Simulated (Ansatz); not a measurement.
# How fast states decay through Ag3BrCl2

Wanted: the relaxed cell of Ag3BrCl2, its band edges and its decay constants. It is built by putting Ag for Na in the Na3BrCl2 structure of space group P-3m1, with the volume rescaled by atomic radii. The parent structure comes from the Materials Project.

Calculated with Ansatz 0.2.0; LDA DFT, plane waves, PAW files, in the first sound run; inputs show where later runs differ.

The structure was built from a prototype and need not be the compound's stable phase.

### 1. Starting point

Symmetry: P-3m1, No. 164, trigonal system. Conventional cell: a = 3.828 Å, b = 3.828 Å, c = 9.380 Å, α = 90.00°, β = 90.00°, γ = 120.00°. Ag has 6 Cl at 2.68 Å nearest. Nearest to Ag lie 3 Cl at 2.68 Å and 3 Br at 2.77 Å. Nearest to Br lie 6 Ag at 2.77 Å. Nearest to Cl lie 6 Ag at 2.68 Å. It derives from Na3BrCl2. Ag for Na in the Na3BrCl2 structure of space group P-3m1. Farther neighbours and most contacts between anions are not listed.

As a file:

```cif
data_structure
_symmetry_space_group_name_H-M 'P-3m1'
_symmetry_Int_Tables_number 164
_cell_length_a 3.8277
_cell_length_b 3.8277
_cell_length_c 9.3801
_cell_angle_alpha 90.000
_cell_angle_beta 90.000
_cell_angle_gamma 120.000
_cell_volume 119.02
loop_
_atom_site_label
_atom_site_type_symbol
_atom_site_symmetry_multiplicity
_atom_site_Wyckoff_symbol
_atom_site_fract_x
_atom_site_fract_y
_atom_site_fract_z
_atom_site_occupancy
Ag1 Ag 1 b 0.00000 0.00000 0.50000 1
Ag2 Ag 2 d 0.33333 0.66667 0.17809 1
Br1 Br 1 a 0.00000 0.00000 0.00000 1
Cl1 Cl 2 d 0.33333 0.66667 0.66106 1
```

### 2. Relaxing the new crystal

The substituted atoms don't fit the parent's cell, so cell and atoms relax together. A small smearing keeps the run stable in case the gap closes on the way.

input.yaml

```yaml
crystal:
  lattice:
    - [3.8277312026, 0.0, 0.0]
    - [-1.9138656013, 3.3149124603, 0.0]
    - [0.0, 0.0, 9.3800538045]
  atoms:
    - { symbol: Ag, position: [0.0, 0.0, 0.5] }
    - { symbol: Ag, position: [0.3333333333, 0.6666666667, 0.17809299] }
    - { symbol: Ag, position: [0.6666666667, 0.3333333333, 0.82190701] }
    - { symbol: Br, position: [0.0, 0.0, 0.0] }
    - { symbol: Cl, position: [0.3333333333, 0.6666666667, 0.66105673] }
    - { symbol: Cl, position: [0.6666666667, 0.3333333333, 0.33894327] }
kpoints:
  mp_grid: { grid: [6, 6, 4] }
scf:
  occupations: { method: gaussian, width: 0.03 }
hamiltonian:
  xc: lda
output:
  forces: true
  stress: true
relax:
  f_tol: 0.02
  max_steps: 60
  cell: {}
```

Launch:

```bash
ansatz run input.yaml --threads 2 --pin off --max-ram 4096MiB --backend cpu --events-out ev --progress --plain --runs-dir out
```

Numbers of over 12 decimals in the logs are rounded to 6 here.

Output:

```text
Engine: ansatz 0.2.0, x86_64-unknown-linux-gnu
Pseudopotentials: kind: paw
Pseudopotential: Ag, paw, valence charge 19, recommended cutoff 420 eV (normal), Ag.paw.azcp
Pseudopotential: Br, paw, valence charge 7, recommended cutoff 420 eV (normal), Br.paw.azcp
Pseudopotential: Cl, paw, valence charge 7, recommended cutoff 420 eV (normal), Cl.paw.azcp
Functional definition: SPW92
  exchange = slater_x
  correlation = pw_c
Crystal: 6 atoms, lattice volume = 119.020 Å³
Basis set: ecut = 420 eV, 2287 PW (Γ)
Bands: 47, of which v1, the nominal top of the filled ones, is band 39 counted from 1 (38 counted from 0)
Symmetry: 12 space group operations
Space group: P-3m1 (ITA 164), of the structure as read, at distance tolerance 4.9e-5 Å
k-points: 24 of 144
Non-local potential: Ag, projectors of the file, l = 0: 3, l = 1: 2, l = 2: 2, l = 3: 1
Non-local potential: Br, projectors of the file, l = 0: 2, l = 1: 2, l = 2: 2
Non-local potential: Cl, projectors of the file, l = 0: 2, l = 1: 2, l = 2: 2
PAW form: soft (Blöchl's): semilocal exchange-correlation on the pseudo side does not see the compensation charge
PAW frozen core: Ag, regenerated for the run's functional, and the local potential with it (the file was generated under x = pbe(κ = 0.804, μ = 0.219515), c = pbe(β = 0.066725))
PAW frozen core: Br, regenerated for the run's functional, and the local potential with it (the file was generated under x = pbe(κ = 0.804, μ = 0.219515), c = pbe(β = 0.066725))
PAW frozen core: Cl, regenerated for the run's functional, and the local potential with it (the file was generated under x = pbe(κ = 0.804, μ = 0.219515), c = pbe(β = 0.066725))
PAW one-centre angular grid: Ag, 590 points (default); XC on 64 Gauss nodes
PAW one-centre angular grid: Br, 110 points (default); XC on 64 Gauss nodes
PAW one-centre angular grid: Cl, 110 points (default); XC on 64 Gauss nodes
Initial density: superposition of atomic densities (neutral atoms: chi_scale 0, normalization atom), corrected by the library's trained network
Initial wavefunctions: pseudopotential atomic-orbital guess
Functional: x = slater, c = lda
SCF iter   1: F=—  HF=-27158.349224 eV  |F-HF|=—  |Δ(HF+E_count)|=         —  Δρ=1.16e-2  dr2=1.38e-1  ethr=1.77e-3  ⟨swp⟩=6.5  Hψ=4166  notcnv=0  defer=4
preconditioner: auto → Resta (q_TF=auto, 2.543 Å⁻¹)  ε∞=7.2  [insulator: Δε(μ)=0.365 eV  Ē_g=10.068 eV  σ=0.030 eV  W_gap=1.00  n_scr=36 (ndim 8)  ℏωp=25.0 eV  f_vac=0.014  D(μ)=0.00/eV (n_scr^D=0)  ε∞_Penn≈7.2]
SCF iter   2: F=—  HF=-27158.311768 eV  |F-HF|=—  |Δ(HF+E_count)|=   3.75e-2  Δρ=4.41e-3  dr2=1.72e-2  ethr=1.76e-4  ⟨swp⟩=2.2  Hψ=1967  notcnv=0  defer=67
SCF iter   3: F=—  HF=-27158.306652 eV  |F-HF|=—  |Δ(HF+E_count)|=   5.12e-3  Δρ=1.73e-3  dr2=2.75e-3  ethr=2.20e-5  ⟨swp⟩=2.1  Hψ=1306  notcnv=0  defer=67
SCF iter   4: F=—  HF=-27158.305926 eV  |F-HF|=—  |Δ(HF+E_count)|=   7.26e-4  Δρ=3.04e-4  dr2=9.58e-5  ethr=3.52e-6  ⟨swp⟩=2.3  Hψ=1630  notcnv=0  defer=67
SCF iter   5: F=—  HF=-27158.305938 eV  |F-HF|=—  |Δ(HF+E_count)|=   1.23e-5  Δρ=7.71e-5  dr2=7.21e-6  ethr=1.23e-7  ⟨swp⟩=2.3  Hψ=1658  notcnv=0  defer=67
SCF iter   6: F=—  HF=-27158.305940 eV  |F-HF|=—  |Δ(HF+E_count)|=   2.08e-6  Δρ=1.65e-5  dr2=3.63e-7  ethr=9.24e-9  ⟨swp⟩=2.1  Hψ=1519  notcnv=0  defer=67
SCF iter   7: F=-27158.305940 eV  HF=-27158.305940 eV  |F-HF|=4.93e-8  |Δ(HF+E_count)|=   6.45e-8  Δρ=8.11e-6  dr2=6.48e-8  ethr=1.28e-10  ⟨swp⟩=5.0  Hψ=4307  notcnv=0
SCF 1 converged in 7 iterations: F = -27158.305940 eV  dr2 = 6.48e-8
  greatest PAW one-centre occupation: 1.002 electrons in one spin orbital (limit 2), on the Ag atom at site 2 (counted from 0), in its partial waves of l = 0
relax step   1: F+E_penalty+E_count = -27158.30594002 eV  Δ(F+E_penalty+E_count) = +0.000e0 eV  max|allowed force component| = 5.263e-2 eV/Å  Δτ_max = 0.0000 Å  P = +0.674 GPa  Ω = 119.020 Å³  (7 SCF iters, dr2 threshold 1.00e-7 eV, accepted)
Crystal: 6 atoms, lattice volume = 120.527 Å³
Basis set: ecut = 420 eV, 2299 PW (Γ)
Initial density: handed on by an earlier stage of this run
Initial wavefunctions: those handed on with the density
iter 1 solved again at ethr=4.64e-7 eV; its pass at ethr=3.10e-3 eV (dr2=3.62e-4 eV) is discarded
SCF iter   1: F=—  HF=-27158.308968 eV  |F-HF|=—  |Δ(HF+E_count)|=         —  Δρ=4.42e-4  dr2=3.56e-4  ethr=4.64e-7  ⟨swp⟩=2.0  Hψ=5487  notcnv=0
preconditioner: auto → Resta (q_TF=auto, 2.537 Å⁻¹)  ε∞=7.1  [insulator: Δε(μ)=0.487 eV  Ē_g=10.098 eV  σ=0.030 eV  W_gap=1.00  n_scr=36 (ndim 8)  ℏωp=24.9 eV  f_vac=0.011  D(μ)=0.00/eV (n_scr^D=0)  ε∞_Penn≈7.1]
SCF iter   2: F=—  HF=-27158.308885 eV  |F-HF|=—  |Δ(HF+E_count)|=   8.26e-5  Δρ=2.34e-4  dr2=8.34e-5  ethr=4.57e-7  ⟨swp⟩=2.2  Hψ=1514  notcnv=0
SCF iter   3: F=—  HF=-27158.308861 eV  |F-HF|=—  |Δ(HF+E_count)|=   2.40e-5  Δρ=6.19e-5  dr2=5.27e-6  ethr=1.07e-7  ⟨swp⟩=2.0  Hψ=1692  notcnv=0
SCF iter   4: F=—  HF=-27158.308860 eV  |F-HF|=—  |Δ(HF+E_count)|=   1.19e-6  Δρ=2.29e-5  dr2=6.72e-7  ethr=6.76e-9  ⟨swp⟩=2.0  Hψ=1844  notcnv=0
SCF iter   5: F=-27158.308860 eV  HF=-27158.308860 eV  |F-HF|=3.14e-9  |Δ(HF+E_count)|=   6.80e-8  Δρ=5.48e-6  dr2=3.25e-8  ethr=7.69e-10  ⟨swp⟩=4.0  Hψ=3602  notcnv=0
SCF 2 converged in 5 iterations: F = -27158.308860 eV  dr2 = 3.25e-8
relax step   2: F+E_penalty+E_count = -27158.30885995 eV  Δ(F+E_penalty+E_count) = -2.920e-3 eV  max|allowed force component| = 2.940e-2 eV/Å  Δτ_max = 0.0086 Å  P = -0.189 GPa  Ω = 120.527 Å³  energy of the carried Pulay correction = -1.979e-4 eV  (5 SCF iters, dr2 threshold 6.00e-7 eV, accepted)
Crystal: 6 atoms, lattice volume = 120.254 Å³
iter 1 solved again at ethr=1.28e-7 eV; its pass at ethr=3.10e-3 eV (dr2=9.95e-5 eV) is discarded
SCF iter   1: F=—  HF=-27158.309431 eV  |F-HF|=—  |Δ(HF+E_count)|=         —  Δρ=2.55e-4  dr2=8.70e-5  ethr=1.28e-7  ⟨swp⟩=3.0  Hψ=5358  notcnv=0
preconditioner: auto → Resta (q_TF=auto, 2.538 Å⁻¹)  ε∞=7.1  [insulator: Δε(μ)=0.489 eV  Ē_g=10.111 eV  σ=0.030 eV  W_gap=1.00  n_scr=36 (ndim 8)  ℏωp=24.9 eV  f_vac=0.009  D(μ)=0.00/eV (n_scr^D=0)  ε∞_Penn≈7.1]
SCF iter   2: F=—  HF=-27158.309407 eV  |F-HF|=—  |Δ(HF+E_count)|=   2.39e-5  Δρ=1.23e-4  dr2=2.00e-5  ethr=1.12e-7  ⟨swp⟩=2.1  Hψ=1365  notcnv=0
SCF iter   3: F=—  HF=-27158.309401 eV  |F-HF|=—  |Δ(HF+E_count)|=   6.18e-6  Δρ=2.23e-5  dr2=3.34e-7  ethr=2.57e-8  ⟨swp⟩=2.2  Hψ=1677  notcnv=0
SCF iter   4: F=-27158.309401 eV  HF=-27158.309401 eV  |F-HF|=7.91e-8  |Δ(HF+E_count)|=   9.60e-9  Δρ=8.93e-6  dr2=9.48e-8  ethr=2.52e-10  ⟨swp⟩=4.6  Hψ=3809  notcnv=0
SCF 3 converged in 4 iterations: F = -27158.309401 eV  dr2 = 9.48e-8
relax step   3: F+E_penalty+E_count = -27158.30940100 eV  Δ(F+E_penalty+E_count) = -5.411e-4 eV  max|allowed force component| = 8.575e-3 eV/Å  Δτ_max = 0.0047 Å  P = -0.035 GPa  Ω = 120.254 Å³  energy of the carried Pulay correction = -1.623e-4 eV  (4 SCF iters, dr2 threshold 1.97e-7 eV, accepted)
[...]
relax step   4: F+E_penalty+E_count = -27158.30956741 eV  Δ(F+E_penalty+E_count) = -1.664e-4 eV  max|allowed force component| = 4.162e-3 eV/Å  Δτ_max = 0.0020 Å  P = +0.015 GPa  Ω = 120.165 Å³  energy of the carried Pulay correction = -1.506e-4 eV  (5 SCF iters, dr2 threshold 2.41e-8 eV, accepted)
[...]
relax step   5: F+E_penalty+E_count = -27158.30961386 eV  Δ(F+E_penalty+E_count) = -4.645e-5 eV  max|allowed force component| = 4.701e-3 eV/Å  Δτ_max = 0.0005 Å  P = +0.013 GPa  Ω = 120.163 Å³  energy of the carried Pulay correction = -1.503e-4 eV  (6 SCF iters, accepted)
Initial wavefunctions: pseudopotential atomic-orbital guess (no wavefunctions were taken with the density)
iter 1 solved again at ethr=8.09e-8 eV; its pass at ethr=3.10e-3 eV (dr2=6.31e-5 eV) is discarded
SCF iter   1: F=—  HF=-27158.309740 eV  |F-HF|=—  |Δ(HF+E_count)|=         —  Δρ=2.04e-5  dr2=4.89e-8  ethr=8.09e-8  ⟨swp⟩=4.0  Hψ=7688  notcnv=0
SCF iter   2: F=—  HF=-27158.309752 eV  |F-HF|=—  |Δ(HF+E_count)|=   1.16e-5  Δρ=1.03e-5  dr2=1.32e-8  ethr=6.27e-11  ⟨swp⟩=3.0  Hψ=2377  notcnv=0
SCF iter   3: F=—  HF=-27158.309752 eV  |F-HF|=—  |Δ(HF+E_count)|=   4.16e-8  Δρ=1.61e-6  dr2=4.22e-10  ethr=1.69e-11  ⟨swp⟩=2.6  Hψ=2062  notcnv=0
SCF iter   4: F=-27158.309752 eV  HF=-27158.309752 eV  |F-HF|=1.46e-11  |Δ(HF+E_count)|=  6.98e-10  Δρ=1.35e-7  dr2=1.16e-11  ethr=1.00e-12  ⟨swp⟩=5.0  Hψ=4550  notcnv=0
SCF 6 converged in 4 iterations: F = -27158.309752 eV  dr2 = 1.16e-11
relax step   6: F+E_penalty+E_count = -27158.30975197 eV  Δ(F+E_penalty+E_count) = -1.381e-4 eV  max|allowed force component| = 4.704e-3 eV/Å  Δτ_max = 0.0000 Å  P = +0.012 GPa  Ω = 120.163 Å³  stress off target by 1.62e-2 GPa  SCF on the basis re-selected at this cell (its energy is not comparable with the rows above)  (4 SCF iters)
basis re-selected at this cell: Δ(F+E_penalty+E_count) = -1.381e-4 eV, ΔP = -0.001 GPa vs the last step (what re-selecting the basis moved, of the pressure what is left beyond the Pulay correction that the steps carried, after the strain that the cell walked since its last selection, with what the two solves' SCF thresholds leave and, on support functions, any second-order correction that the steps lacked; it is no m [...]
SCF converged after 4 iterations
Free energy (F): -27158.309752 eV
Harris-Foulkes:  -27158.309752 eV  (|F-HF|=1.46e-11)
Internal energy: -27158.309752 eV  (E = F + TS)
E sigma→0 (E₀):  -27158.309752 eV
Fermi energy:    9.857137 eV
--- Per-component energies (eV) ---
  E_band       = -1000.672832
  E_kinetic    = 2043.790168
  E_local      = -9358.963194  (includes V_loc(G=0)·N_el)
  E_nonlocal   = 403.016579
  E_hartree    = 4110.285392
  E_xc         = -1020.186394
  E_vxc        = -1046.547050  (∫ρ·V_xc dr)
  E_paw        = -14731.670157  (= ΣΔE_a)
  E_vpaw       = -1262.541016  (= ΣTr[D̂ρ^β])
  E_aug_tail   = 0.001003  (compensation charges beyond the density's cutoff)
  E_ewald      = -8607.345066
  E_core_change = 2.761917  (= ΣΔE_core)
  E_smearing   = -0.000000  (= −TS)
  E_closure    = 0.000000  (closes the sum)
  Σ components = -27158.309752   (vs F -27158.309752, Δ=0.00e0)
--- Forces (eV/Å), atoms counted from 1 ---
  atom   1  Ag     0.00000000    -0.00000000     0.00000000
  atom   2  Ag     0.00000000     0.00000000     0.00470357
  atom   3  Ag    -0.00000000    -0.00000000    -0.00470357
  atom   4  Br     0.00000000    -0.00000000     0.00000000
  atom   5  Cl    -0.00000000    -0.00000000     0.00234736
  atom   6  Cl     0.00000000     0.00000000    -0.00234736
  max |Σ_I F_I| component: 1.45e-19 eV/Å
--- Stress (GPa, compression-positive) ---
        0.016216       0.000000       0.000000
       -0.000000       0.016216       0.000000
        0.000000       0.000000       0.002306
  P = ⅓ Tr σ = 0.0116 GPa (0.116 kbar)
--- Relaxed structure (5 steps of the walk, 5 accepted, 1 SCFs on fresh bases) ---
  F+E_penalty+E_count = -27158.30975197 eV   max|allowed force component| = 4.704e-3 eV/Å   (the final SCF, on the basis selected at the relaxed cell)
  cell:  # Å, volume = 120.1632 Å³
    - [3.857002, 0.0, 0]
    - [-1.928501, 3.340262, 0]
    - [0, 0.0, 9.326976]
  atoms:
    - { symbol: Ag, position: [0, 0, 0.5] }
    - { symbol: Ag, position: [0.333333, 0.666667, 0.177353] }
    - { symbol: Ag, position: [0.666667, 0.333333, 0.822647] }
    - { symbol: Br, position: [0, 0, 0.0] }
    - { symbol: Cl, position: [0.333333, 0.666667, 0.660113] }
    - { symbol: Cl, position: [0.666667, 0.333333, 0.339887] }
```

Elapsed: 12 s, on 2 threads of AMD EPYC 7R43, shared host; peak memory 0.51 GiB.

The steps of the relaxation:

```
step  energy less that of the first step (eV)  largest force component (eV/Å)  pressure (GPa)  volume (Å³)
   1                                   0.0000                          0.0526            0.67       119.02
   2                                  -0.0029                          0.0294           -0.19       120.53
   3                                  -0.0035                          0.0086           -0.03       120.25
   4                                  -0.0036                          0.0042            0.01       120.16
   5                                  -0.0037                          0.0047            0.01       120.16
  6*                                  -0.0038                          0.0047            0.01       120.16
```

Relaxation steps marked * repeat the geometry before them on a plane-wave basis chosen anew for their cell, so energy and pressure can jump there.

Forces are held to the 12 operations that the run works with; a distortion that breaks them can't arise in this run.

```
conventional cell, symmetrised  before  after  change
                         a (Å)   3.828  3.857  +0.8 %
                         b (Å)   3.828  3.857  +0.8 %
                         c (Å)   9.380  9.327  -0.6 %
              volume (Å³/atom)   19.84  20.03  +1.0 %
```

Final coordinates:

```xyz
6
Lattice="3.8570 0.0000 0.0000 -1.9285 3.3403 0.0000 0.0000 0.0000 9.3270" Properties=species:S:1:pos:R:3 pbc="T T T"
Ag    0.0000    0.0000    4.6635
Ag    0.0000    2.2268    1.6542
Ag    1.9285    1.1134    7.6728
Br    0.0000    0.0000    0.0000
Cl    0.0000    2.2268    6.1569
Cl    1.9285    1.1134    3.1701
```

This step gave:

| Item | Value |
| --- | --- |
| free energy | -27158.3098 eV |
| Fermi energy | 9.857 eV |
| pressure | 0.01158 GPa |

The largest force component on a free atom ends at 0.0047 eV/Å.

[end of part 1 of 4]

[Logs are printed without paths, hosts, clocks, repeated set-up lines and the standing remarks that a program may print on its own settings, such as how far it seeks lower states.]

[Hosts, paths, dates, database ids (printed as entryN), source tags and the programs' standing remarks are cut or masked in the printed files.]
